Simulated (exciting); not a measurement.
Consider LuF3, space group P-3m1.

```xyz
4
Lattice="3.8159 0.0000 0.0000 -1.9079 3.3047 0.0000 0.0000 0.0000 4.2072" Properties=species:S:1:pos:R:3 pbc="T T T"
Lu    0.0000    0.0000    2.1036
F     0.0000    0.0000    0.0000
F     1.9079    1.1016    1.6408
F     0.0000    2.2031    2.5663
```

Absorber: atom 1, with 2 F at 2.10 Å and 6 F at 2.25 Å (distorted cubic, site symmetry -3m). Method: exciting, all-electron LAPW+lo, LDA, exchange and screened direct term (singlet BSE), 4×4×4 shifted k points, 25 conduction bands, |G+q| up to 3 bohr⁻¹ (2 in the exchange term), full RPA screening with nempty = 48, Lorentzian half width 2.34 eV.

Q: What does the Lu L₃ spectrum look like, and is there a bound core exciton?

Bound core exciton? Yes on this mesh: the first bright state (over 5 % of the brightest) lies at -3.92 eV from the Kohn–Sham onset and at -4.33 eV from the lowest bare transition of its own mesh. Maxima (height): -2.4 eV (1.00) and 14.4 eV (0.19).

Energy from the Kohn–Sham onset, core level to the lowest empty state found on the meshes used; Im ε in relative units:

| E (eV) | Im ε |
| --- | --- |
| -12.0 | 0.08 |
| -11.5 | 0.09 |
| -11.0 | 0.09 |
| -10.5 | 0.11 |
| -10.0 | 0.12 |
| -9.5 | 0.14 |
| -9.0 | 0.16 |
| -8.5 | 0.18 |
| -8.0 | 0.21 |
| -7.5 | 0.25 |
| -7.0 | 0.30 |
| -6.5 | 0.36 |
| -6.0 | 0.44 |
| -5.5 | 0.53 |
| -5.0 | 0.64 |
| -4.5 | 0.75 |
| -4.0 | 0.85 |
| -3.5 | 0.93 |
| -3.0 | 0.98 |
| -2.5 | 1.00 |
| -2.0 | 0.99 |
| -1.5 | 0.94 |
| -1.0 | 0.86 |
| -0.5 | 0.77 |
| 0.0 | 0.67 |
| 0.5 | 0.58 |
| 1.0 | 0.50 |
| 1.5 | 0.43 |
| 2.0 | 0.38 |
| 2.5 | 0.33 |
| 3.0 | 0.30 |
| 3.5 | 0.27 |
| 4.0 | 0.25 |
| 4.5 | 0.23 |
| 5.0 | 0.22 |
| 5.5 | 0.20 |
| 6.0 | 0.19 |
| 6.5 | 0.18 |
| 7.0 | 0.17 |
| 7.5 | 0.16 |
| 8.0 | 0.16 |
| 8.5 | 0.15 |
| 9.0 | 0.15 |
| 9.5 | 0.15 |
| 10.0 | 0.15 |
| 10.5 | 0.16 |
| 11.0 | 0.16 |
| 11.5 | 0.17 |
| 12.0 | 0.17 |
| 12.5 | 0.18 |
| 13.0 | 0.19 |
| 13.5 | 0.19 |
| 14.0 | 0.19 |
| 14.5 | 0.19 |
| 15.0 | 0.19 |
| 15.5 | 0.19 |
| 16.0 | 0.19 |
| 16.5 | 0.18 |
| 17.0 | 0.18 |
| 17.5 | 0.17 |
| 18.0 | 0.16 |
| 18.5 | 0.16 |
| 19.0 | 0.15 |
| 19.5 | 0.15 |
| 20.0 | 0.14 |
| 20.5 | 0.14 |
| 21.0 | 0.13 |
| 21.5 | 0.13 |
| 22.0 | 0.12 |
| 22.5 | 0.11 |

Binding energies aren't converged on 64 k points, and fine structure above the first lines is partly noise of the mesh. Exchange and the short-range direct term aren't converged in the kernel cutoff. The zero comes from the unshifted 4×4×4 ground-state mesh; it is exact only where the band minimum lies on that mesh. The conduction states carry no spin here, so the exchange coupling to the spinor core hole is only partly held. This core level is treated alone, with no coupling to its spin–orbit partner. The Kohn–Sham onset, 9133 eV, is no photon energy (tabulated edge of the element: 9244 eV): the scale needs a rigid shift. Bands and screening come from semilocal DFT, whose small gap overscreens. Vibrations and energy-dependent lifetimes are left out. The structure is a Materials Project entry, computed there, and may be a hypothetical form.

[Banner, clock and machine lines of the logs are left out without a mark of their own.]

[Logs are printed without paths, hosts, clocks, repeated set-up lines and the standing remarks that a program may print on its own settings, such as how far it seeks lower states.]

[Hosts, paths, dates, database ids (printed as entryN), source tags and the programs' standing remarks are cut or masked in the printed files.]
